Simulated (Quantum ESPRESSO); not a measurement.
# HfN (Fm-3m): zone-centre phonons

Aim: the zone-centre modes of HfN (Fm-3m).

Program: Quantum ESPRESSO 7.5. Level of theory: DFT LDA, scalar-relativistic, plane waves, PseudoDojo norm-conserving pseudopotentials. Results are calculated unless marked as measured.

Most raw output is cut from this account.

The database entry behind the starting cell differs from later determinations by our own check (about 0.3 % short), so it need not match the best structure at ambient conditions.

## Step 1: Starting point

It takes space group Fm-3m (No. 225, cubic). The conventional cell has a = 4.512 Å, b = 4.512 Å, c = 4.512 Å, α = 90.00°, β = 90.00°, γ = 90.00°. Hf has 6 N at 2.26 Å nearest. Nearest to N lie 6 Hf at 2.26 Å. Farther neighbours and most contacts between anions are not listed.

## Step 2: A probe with smearing

Before anything dear is run, a loose run with smearing shows whether this is a metal and how far the cell is from rest.

File probe.in:

```
&CONTROL
  calculation = 'scf'
  prefix      = 'x'
  outdir      = './tmp'
  pseudo_dir  = './pseudo'
  tprnfor     = .true.
  tstress     = .true.
  verbosity   = 'high'
/
&SYSTEM
  ibrav       = 2
  celldm(1)   = 8.52644427
  nat         = 2
  ntyp        = 2
  ecutwfc     = 92.0
  occupations = 'smearing'
  smearing    = 'gaussian'
  degauss     = 0.01
/
&ELECTRONS
  conv_thr         = 1.0d-07
  mixing_beta      = 0.7
  electron_maxstep = 100
/
ATOMIC_SPECIES
 Hf    178.4900  Hf.upf
 N      14.0070  N.upf
ATOMIC_POSITIONS crystal
 Hf     0.000000000   0.000000000   0.000000000
 N      0.500000000   0.500000000   0.500000000
K_POINTS automatic
 8 8 8 0 0 0
```

On the command line:

```sh
$ OMP_NUM_THREADS=1 mpirun -n 8 pw.x -nk 8 -in probe.in > probe.out
```

Run time: 3.2 s. Hardware: 8 MPI ranks of Arm Neoverse V1, shared host.

Numbers from this step:

| Item | Value |
| --- | --- |
| volume per atom | 11.48 Å³ |
| pressure | -12.15 GPa |
| gap on the k-mesh | 0 eV |

No gap opens on this mesh, so smearing is kept; the start stands at -12 GPa.

## Step 3: Relaxing the cell and atoms

The relaxation runs at a cutoff a fifth above that of the response, since stress converges more slowly with the basis than frequencies do. Forces and stress are brought to rest with tight thresholds.

File relax.in:

```
&CONTROL
  calculation   = 'vc-relax'
  prefix        = 'x'
  outdir        = './tmp'
  pseudo_dir    = './pseudo'
  tprnfor       = .true.
  tstress       = .true.
  forc_conv_thr = 2.0d-05
  etot_conv_thr = 1.0d-07
  nstep         = 40
/
&SYSTEM
  ibrav       = 2
  celldm(1)   = 8.52644427
  nat         = 2
  ntyp        = 2
  ecutwfc     = 110
  occupations = 'smearing'
  smearing    = 'mv'
  degauss     = 0.02
/
&ELECTRONS
  conv_thr         = 1.0d-11
  mixing_beta      = 0.7
  electron_maxstep = 100
/
&IONS
/
&CELL
  press_conv_thr = 0.2
/
ATOMIC_SPECIES
 Hf    178.4900  Hf.upf
 N      14.0070  N.upf
ATOMIC_POSITIONS crystal
 Hf     0.000000000   0.000000000   0.000000000
 N      0.500000000   0.500000000   0.500000000
K_POINTS automatic
 14 14 14 0 0 0
```

On the command line:

```sh
$ OMP_NUM_THREADS=1 mpirun -n 8 pw.x -nk 8 -in relax.in > relax.out
```

It took 64 s on 8 MPI ranks.

Step by step:

| step | energy less that of the first step (eV) | largest force (eV/Å) | pressure (GPa) | volume (Å³) |
| --- | --- | --- | --- | --- |
| 1 | 0.0000 | 0.0000 | -12.37 | 22.96 |
| 2 | -0.0307 | 0.0000 | 6.49 | 21.55 |
| 3 | -0.0393 | 0.0000 | -0.46 | 22.01 |
| 4 | -0.0394 | 0.0000 | -0.01 | 21.98 |
| 5 | -0.0394 | 0.0000 | 0.01 | 21.98 |
| 6 | -0.0394 | 0.0000 | 0.01 | 21.98 |

| conventional cell, symmetrised | before | after | change |
| --- | --- | --- | --- |
| a (Å) | 4.512 | 4.447 | -1.4 % |
| b (Å) | 4.512 | 4.447 | -1.4 % |
| c (Å) | 4.512 | 4.447 | -1.4 % |
| volume (Å³/atom) | 11.48 | 10.99 | -4.3 % |

Final coordinates:

```
Hf N
1.0
    -2.22335    0.00000    2.22335
     0.00000    2.22335    2.22335
    -2.22335    2.22335    0.00000
Hf N
1 1
Cartesian
  0.0000 0.0000 0.0000
  -2.2234 2.2234 2.2234
```

The last row of the table of steps is pw.x's closing run on a basis chosen anew for the final cell, so its energy can jump.

This step gave:

```yaml
volume_per_atom: 10.99 Å³
pressure: 0.007000 GPa
```

The volume changes by -4.3 % from the cell with which this run began.

## Step 4: Ground state

The response is built on this ground state, so it is converged far tighter than an energy would need. Smearing stays on, as the first look found no gap above 0.3 eV.

File scf.in:

```
&CONTROL
  calculation = 'scf'
  prefix      = 'x'
  outdir      = './tmp'
  pseudo_dir  = './pseudo'
  tprnfor     = .true.
  tstress     = .true.
/
&SYSTEM
  ibrav       = 2
  celldm(1)   = 8.40306386
  nat         = 2
  ntyp        = 2
  ecutwfc     = 92.0
  occupations = 'smearing'
  smearing    = 'mv'
  degauss     = 0.02
/
&ELECTRONS
  conv_thr         = 1.0d-12
  mixing_beta      = 0.7
  electron_maxstep = 100
/
ATOMIC_SPECIES
 Hf    178.4900  Hf.upf
 N      14.0070  N.upf
ATOMIC_POSITIONS crystal
 Hf     0.000000000   0.000000000   0.000000000
 N      0.500000000   0.500000000   0.500000000
K_POINTS automatic
 16 16 16 0 0 0
```

On the command line:

```sh
$ OMP_NUM_THREADS=1 mpirun -n 8 pw.x -nk 8 -in scf.in > scf.out
```

Run time: 15 s. Hardware: 8 MPI ranks.

Numbers from this step:

```
pressure : -0.04 GPa
```

The cell stands at -0.04 GPa, close enough for phonons.

## Step 5: Linear response at Γ

At q = 0 one unit cell holds all displacements; symmetry groups them into irreducible representations that are solved one by one. With smeared occupations no response to a homogeneous field can be asked.

File ph.in:

```
phonons
&INPUTPH
  prefix       = 'x'
  outdir       = './tmp'
  fildyn       = 'g.dyn'
  tr2_ph       = 1.0d-18
  alpha_mix(1) = 0.4
  nmix_ph      = 8
/
0.000000000000 0.000000000000 0.000000000000
```

On the command line:

```sh
$ OMP_NUM_THREADS=1 mpirun -n 8 ph.x -nk 8 -in ph.in > ph.out
```

It took 2.5 min on 8 MPI ranks.

Read from the output:

* largest acoustic frequency at the zone centre before the sum rule: 0.94 cm⁻¹
* highest optical zone-centre mode (no LO-TO term): 526.7 cm⁻¹
* lowest optical zone-centre mode: 526.7 cm⁻¹

The acoustic modes at Γ come out as far as 0.9 cm⁻¹ from zero, where they should vanish, a small numerical error.

## Step 6: Modes with the sum rule

A rigid shift of the crystal must cost nothing, but grids and finite bases break this; the acoustic sum rule is imposed before the matrix is diagonalised again.

File dynmat.in:

```
&INPUT
  fildyn = 'g.dyn'
  asr    = 'simple'
  fileig = 'dynmat.eig'
/
```

On the command line:

```sh
$ dynmat.x -in dynmat.in > dynmat.out
```

Wall time 0.45 s (1 thread).

Unit eigenvectors of the mass-weighted matrix after the sum rule; no LO-TO term. Modes at Γ, with each element's share of the kinetic energy:

| mode | frequency (cm⁻¹) | symmetry | Hf % | N % |
| --- | --- | --- | --- | --- |
| 1 | 0.0 | acoustic | 93 | 7 |
| 2 | 0.0 | acoustic | 93 | 7 |
| 3 | 0.0 | acoustic | 93 | 7 |
| 4 | 526.7 | T1u | 7 | 93 |
| 5 | 526.7 | T1u | 7 | 93 |
| 6 | 526.7 | T1u | 7 | 93 |

Displacements in mode 5 (526.7 cm⁻¹), the largest set to 1:
```
Hf1  0.00  0.00 -0.08
N2   0.00  0.00  1.00
```

The rule moves no optical mode by more than 0.1 cm⁻¹.

## Step 7: Outcome

```
space group after relaxation                                           : Fm-3m
volume per atom                                                        : 11.0 Å³
highest optical zone-centre mode (no LO-TO term)                       : 526.7 cm⁻¹
imaginary optical modes at the zone centre (no q mesh in this session) : none
```

In words: At the LDA level the optical modes of HfN (Fm-3m) at the zone centre lie at 527 cm⁻¹. These are harmonic frequencies at zero temperature: anharmonic shifts and linewidths and thermal expansion are left out. Spin-orbit coupling is left out, which can matter for the heavy elements here. In a metal the frequencies hang on the k mesh and the smearing, most of all near Kohn anomalies. The runs are without spin polarisation, although the cell has an odd electron count or an open d or f shell, so a magnetic state was not tested.

[Host names and launcher messages were left out of these logs when they were recorded.]

[Logs are printed without paths, hosts, clocks, repeated set-up lines and the standing remarks that a program may print on its own settings, such as how far it seeks lower states.]

[Hosts, paths, dates, database ids (printed as entryN), source tags and the programs' standing remarks are cut or masked in the printed files.]
